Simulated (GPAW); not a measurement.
# TaN: optical spectrum from first principles

Aim: the dielectric function of TaN, and the optical constants that follow from it.

Calculated with GPAW 26.7.0; DFT, PBE, plane-wave PAW (GPAW data sets), scalar-relativistic, RPA, optical limit.

Report form: the programs' logs are mostly left out.

## (1) Starting point

It takes space group Fm-3m (No. 225, cubic). The conventional cell has a = 4.358 Å, b = 4.358 Å, c = 4.358 Å, α = 90.00°, β = 90.00°, γ = 90.00°. Ta has 6 N at 2.18 Å nearest. Nearest to N lie 6 Ta at 2.18 Å. Farther neighbours and most contacts between anions are not listed.

Structure file:

```cif
data_structure
_symmetry_space_group_name_H-M 'P 1'
_symmetry_Int_Tables_number 1
_cell_length_a 3.0816
_cell_length_b 3.0816
_cell_length_c 3.0816
_cell_angle_alpha 60.000
_cell_angle_beta 60.000
_cell_angle_gamma 60.000
_cell_volume 20.69
loop_
_atom_site_label
_atom_site_type_symbol
_atom_site_fract_x
_atom_site_fract_y
_atom_site_fract_z
_atom_site_occupancy
Ta1 Ta 0.50000 0.50000 0.50000 1
N2 N 0.00000 0.00000 0.00000 1
```

## (2) Ground state

First the ground state: is it a metal or has it a gap?

This step: DFT, PBE, plane-wave PAW (GPAW data sets), scalar-relativistic, ground state (GPAW 26.7.0).

The input, gs.py:

```python
from ase import Atoms
from ase.dft.bandgap import bandgap
from gpaw import GPAW, PW, FermiDirac

atoms = Atoms(['Ta', 'N'],
              cell=[[0.000000000000, 2.179000000000, 2.179000000000],
                    [2.179000000000, 0.000000000000, 2.179000000000],
                    [2.179000000000, 2.179000000000, 0.000000000000]],
              scaled_positions=[[0.500000000000, 0.500000000000, 0.500000000000],
                                [0.000000000000, 0.000000000000, 0.000000000000]],
              pbc=[True, True, True])
atoms.calc = GPAW(mode=PW(500), xc='PBE', kpts={'size': (10, 10, 10), 'gamma': True},
                  occupations=FermiDirac(0.05), maxiter=150, txt='gs.txt')
print('energy (eV)', atoms.get_potential_energy())
print('Fermi level (eV)', atoms.calc.get_fermi_level())
print('valence electrons', atoms.calc.get_number_of_electrons())
print('gap (eV)', bandgap(atoms.calc, output=None)[0])
print('direct gap (eV)', bandgap(atoms.calc, direct=True, output=None)[0])
atoms.calc.write('gs.gpw')
```

Command:

```
> OMP_NUM_THREADS=1 python gs.py
```

It took 8 s on 1 thread of Arm Neoverse V1, shared host; peak memory 0.13 GiB.

Numbers from this step:

* energy: -19.36 eV
* Fermi energy: 16.08 eV
* electrons: 18

There are states at the Fermi level within the smearing, so the occupations stay smeared and the carriers get a Drude term.

## (3) Bands for the response

The response needs many more empty bands than the density does.

This step: DFT, PBE, plane-wave PAW (GPAW data sets), scalar-relativistic, bands at fixed density (GPAW 26.7.0).

The input, nscf.py:

```python
from ase.dft.bandgap import bandgap
from gpaw import GPAW, FermiDirac

calc = GPAW('gs.gpw').fixed_density(kpts={'size': (18, 18, 18), 'gamma': True}, nbands=35, convergence={'bands': 29},
                                    occupations=FermiDirac(0.05), txt='nscf.txt')
print('gap (eV)', bandgap(calc, output=None)[0])
print('direct gap (eV)', bandgap(calc, direct=True, output=None)[0])
print('top band over the Fermi level (eV)', min(calc.get_eigenvalues(kpt=k)[28] for k in range(len(calc.get_ibz_k_points()))) - calc.get_fermi_level())
calc.write('full.gpw', mode='all')
```

Command:

```
> OMP_NUM_THREADS=1 python nscf.py
```

The job ended after 54 s (1 thread; peak memory 0.22 GiB).

## (4) Dielectric function, RPA

Transitions between filled and empty bands, summed over the zone, give the optical response, so mesh, band count and broadening shape it.

The induced potential is part of this response.

This step: DFT, PBE, plane-wave PAW (GPAW data sets), scalar-relativistic, RPA, optical limit (GPAW 26.7.0).

The input, df.py:

```python
from gpaw.response.df import DielectricFunction

df = DielectricFunction('full.gpw', frequencies={'type': 'nonlinear', 'domega0': 0.03, 'omega2': 8},
                        ecut=60,
                        eta=0.2,
                        nbands=29,
                        rate=0.05,
                        txt='df.txt')
for direction in ['x']:
    df.get_dielectric_function(xc='RPA', direction=direction, filename=f'df_{direction}.csv')
```

Command:

```
> OMP_NUM_THREADS=1 python df.py
```

Elapsed: 14 s, on 1 thread; peak memory 0.23 GiB.

Numbers from this step:

| Property | Result |
| --- | --- |
| centre of weight of the strongest loss peak in the window | 25.51 eV |

Some rows of df_x.csv (energy; Re and Im without local fields; Re and Im with them):

```text
0.000000, 38333.708562, 0.000000, 38333.684211, 0.000000
0.619237, -292.932230, 98.196247, -293.018771, 98.220421
1.279498, -66.940919, 15.641441, -67.007830, 15.652996
1.984998, -26.543021, 6.742535, -26.625995, 6.752101
2.740552, -11.525586, 3.450787, -11.619929, 3.463638
3.551683, -3.858740, 2.571870, -3.951740, 2.572870
4.424758, 0.441665, 3.444557, 0.340971, 3.433860
5.367152, 2.416447, 4.266572, 2.331269, 4.235339
6.387465, 3.118534, 5.737877, 3.071896, 5.716228
7.495775, 2.217337, 6.058959, 2.111414, 6.073353
8.703980, 0.665748, 7.085343, 0.569740, 7.100438
10.026223, -0.485137, 6.386494, -0.621506, 6.441867
11.479449, -1.336878, 5.376090, -1.617912, 5.297482
13.084136, -2.636620, 2.436194, -2.742201, 2.319877
14.865263, -1.402643, 1.589455, -1.466706, 1.487622
16.853625, -0.236926, 1.287335, -0.337199, 1.116164
19.087623, -0.179711, 1.113312, -0.189284, 1.017068
21.615770, -0.157077, 1.150563, -0.103986, 1.165675
24.500258, 0.043456, 0.489054, -0.051235, 0.483226
27.822136, 0.383104, 0.559890, 0.286474, 0.497178
31.689054, 0.600470, 0.423225, 0.606865, 0.363655
```

Sum at mesh points, not converged in k. Table of Im ε, E ∥ x by photon energy; read off at these points:

| photon energy (eV) | Im ε, E ∥ x |
| --- | --- |
| 2 | 6.63 |
| 4 | 2.70 |
| 6 | 4.87 |
| 8 | 6.99 |
| 10 | 6.48 |
| 12 | 5.12 |
| 14 | 1.73 |
| 16 | 1.17 |
| 18 | 1.22 |
| 20 | 0.936 |
| 22 | 1.09 |
| 24 | 0.598 |
| 26 | 0.403 |
| 28 | 0.447 |
| 30 | 0.381 |
| 32 | 0.355 |
| 34 | 0.230 |
| 36 | 0.366 |

Values under 1 per cm are given as 1; sum at mesh points, not converged in k. The absorption coefficient, E ∥ x by photon energy:

| photon energy (eV) | absorption coefficient, E ∥ x (1/cm) |
| --- | --- |
| 1.01 | 1.1e6 |
| 1.99 | 1.0e6 |
| 3.02 | 8.9e5 |
| 3.98 | 5.9e5 |
| 4.98 | 5.7e5 |
| 6.02 | 7.1e5 |
| 6.99 | 1.0e6 |
| 8.03 | 1.3e6 |
| 9.02 | 1.6e6 |
| 10.03 | 1.9e6 |
| 11.03 | 2.1e6 |
| 12.02 | 2.5e6 |
| 13.00 | 2.4e6 |
| 14.04 | 2.0e6 |
| 14.96 | 1.9e6 |
| 16.03 | 1.7e6 |
| 16.96 | 1.5e6 |
| 18.05 | 1.6e6 |
| 18.97 | 1.5e6 |
| 20.06 | 1.3e6 |
| 20.95 | 1.6e6 |
| 22.02 | 1.7e6 |
| 23.01 | 1.8e6 |
| 24.04 | 1.5e6 |
| 24.97 | 1.1e6 |
| 25.94 | 8.7e5 |
| 26.95 | 8.6e5 |
| 28.00 | 9.8e5 |
| 28.92 | 7.4e5 |
| 30.07 | 7.8e5 |
| 31.07 | 6.3e5 |
| 31.90 | 7.3e5 |
| 32.98 | 5.7e5 |
| 34.10 | 4.5e5 |
| 35.03 | 4.4e5 |
| 36.00 | 6.5e5 |

Sum at mesh points, not converged in k. Table of Im ε, E ∥ x by photon energy; read off at these points:

| photon energy (eV) | without local fields | with local fields |
| --- | --- | --- |
| 1 | 26.2 | 26.2 |
| 2 | 6.62 | 6.63 |
| 3 | 2.92 | 2.93 |
| 4 | 2.69 | 2.70 |
| 5 | 3.76 | 3.73 |
| 6 | 4.90 | 4.87 |
| 7 | 6.03 | 6.07 |
| 8 | 6.98 | 6.99 |
| 9 | 6.44 | 6.46 |
| 10 | 6.43 | 6.48 |
| 11 | 5.59 | 5.61 |
| 12 | 5.29 | 5.12 |
| 13 | 2.58 | 2.47 |
| 14 | 1.83 | 1.73 |
| 15 | 1.42 | 1.33 |
| 16 | 1.26 | 1.17 |
| 17 | 1.34 | 1.16 |
| 18 | 1.34 | 1.22 |
| 19 | 1.14 | 1.04 |
| 20 | 1.07 | 0.936 |
| 21 | 1.24 | 1.20 |
| 22 | 1.07 | 1.09 |
| 23 | 0.859 | 0.905 |
| 24 | 0.585 | 0.598 |
| 25 | 0.441 | 0.425 |
| 26 | 0.451 | 0.403 |
| 27 | 0.571 | 0.493 |
| 28 | 0.511 | 0.447 |
| 29 | 0.433 | 0.363 |
| 30 | 0.450 | 0.381 |
| 31 | 0.438 | 0.317 |
| 32 | 0.334 | 0.355 |
| 33 | 0.253 | 0.273 |
| 34 | 0.207 | 0.230 |
| 35 | 0.225 | 0.236 |
| 36 | 0.652 | 0.366 |

The loss function −Im 1/ε at q → 0, E ∥ x has structure finer than the step of the table below, so its rows give means over 1 eV, whole bins alone (the curve runs from 0.305 to 36 eV). Peaks (eV: height): 19.8: 1.10, 25.1: 2.32, 28.0: 1.54.

Sum at mesh points, not converged in k. The loss function −Im 1/ε at q → 0, E ∥ x by energy loss; means over each step:

energy loss (eV), loss function −Im 1/ε at q → 0, E ∥ x and a bar:
```
        1       0.00 
        2       0.01 
        3       0.04 #
        4       0.26 ###
        5       0.23 ###
        6       0.15 ##
        7       0.14 ##
        8       0.14 ##
        9       0.15 ##
       10       0.16 ##
       11       0.17 ##
       12       0.16 ##
       13       0.18 ##
       14       0.31 ####
       15       0.40 #####
       16       0.60 ########
       17       0.79 ###########
       18       0.79 ###########
       19       0.94 #############
       20       0.98 #############
       21       0.82 ###########
       22       0.89 ############
       23       1.04 ##############
       24       1.60 ######################
       25       2.21 ##############################
       26       1.72 #######################
       27       1.19 ################
       28       1.45 ####################
       29       1.13 ###############
       30       1.01 ##############
       31       0.77 ##########
       32       0.73 ##########
       33       0.58 ########
       34       0.39 #####
       35       0.29 ####
```

Sum at mesh points, not converged in k. The reflectivity at normal incidence, E ∥ x by photon energy; read off at these points:

| photon energy (eV) | reflectivity at normal incidence, E ∥ x (%) |
| --- | --- |
| 1.0 | 95.9 |
| 2.0 | 91.2 |
| 3.0 | 81.9 |
| 4.0 | 35.3 |
| 5.0 | 20.4 |
| 6.0 | 23.4 |
| 7.0 | 28.2 |
| 8.0 | 31.7 |
| 9.0 | 33.2 |
| 10.0 | 37.0 |
| 11.0 | 38.0 |
| 12.0 | 46.8 |
| 13.0 | 56.0 |
| 14.0 | 47.3 |
| 14.9 | 46.9 |
| 15.0 | 45.9 |
| 16.0 | 34.8 |
| 17.0 | 24.2 |
| 18.0 | 24.9 |
| 19.0 | 22.2 |
| 20.0 | 13.6 |
| 21.0 | 16.8 |
| 22.0 | 19.0 |
| 23.0 | 25.2 |
| 23.4 | 26.0 |
| 24.0 | 25.1 |
| 25.0 | 17.9 |
| 26.0 | 9.50 |
| 27.0 | 5.32 |
| 28.0 | 8.62 |
| 29.0 | 4.80 |
| 30.0 | 4.59 |
| 31.0 | 2.80 |
| 32.0 | 2.72 |
| 33.0 | 1.90 |
| 34.0 | 0.973 |
| 35.0 | 0.474 |
| 36.0 | 0.785 |

From ε follow the optical constants at some laser and lamp lines:

| wavelength (nm) | n | k | R (%) | 1/α |
| --- | --- | --- | --- | --- |
| 1550 | 1.74 | 13.511 | 96.3 | 9.1 nm |
| 633 | 0.66 | 5.282 | 91.4 | 9.5 nm |
| 532 | 0.59 | 4.275 | 88.7 | 9.9 nm |
| 405 | 0.50 | 2.846 | 80.7 | 11 nm |
| 365 | 0.58 | 2.299 | 70.4 | 13 nm |
| 308 | 0.97 | 1.404 | 33.8 | 17 nm |
| 248 | 1.66 | 1.127 | 20.4 | 18 nm |

In reflection the computed colour is near white: x = 0.318, y = 0.334, luminous reflectivity 89 %.

## (5) Results

```yaml
centre_of_weight_of_the_strongest_loss_peak_in_the_window_first_axis: 25.5 eV
```

In words: At this level (PBE, RPA) TaN is a metal. The mesh is too coarse to trust the carriers' weight, the reflectivity or the colour to better than tens of per cent. In reflection the computed colour is near white: x = 0.318, y = 0.334, luminous reflectivity 89 %. The carriers' damping of 0.05 eV is typed, not computed; it shapes the response at the lowest energies. Spin-orbit coupling is left out although heavy atoms are present. In this version of GPAW the matrix elements of the optical limit are incomplete, which can lower ε − 1 by up to a tenth where first-row anions or d states rule, and shift it by more in d metals. GPAW's carrier term has the form −ωp²/(ω + i·rate)², which damps like twice the rate and fails at low energy, so the curves leave the lowest energies out. The sum runs over mesh points 0.14 Å⁻¹ apart with no interpolation, so peaks are partly noise of the mesh, and the Drude plasma energy, a sum over the Fermi surface, isn't converged.

[Machine, clock and banner lines and Python warnings are left out of the logs.]

[Logs are printed without paths, hosts, clocks, repeated set-up lines and the standing remarks that a program may print on its own settings, such as how far it seeks lower states.]

[Hosts, paths, dates, database ids (printed as entryN), source tags and the programs' standing remarks are cut or masked in the printed files.]
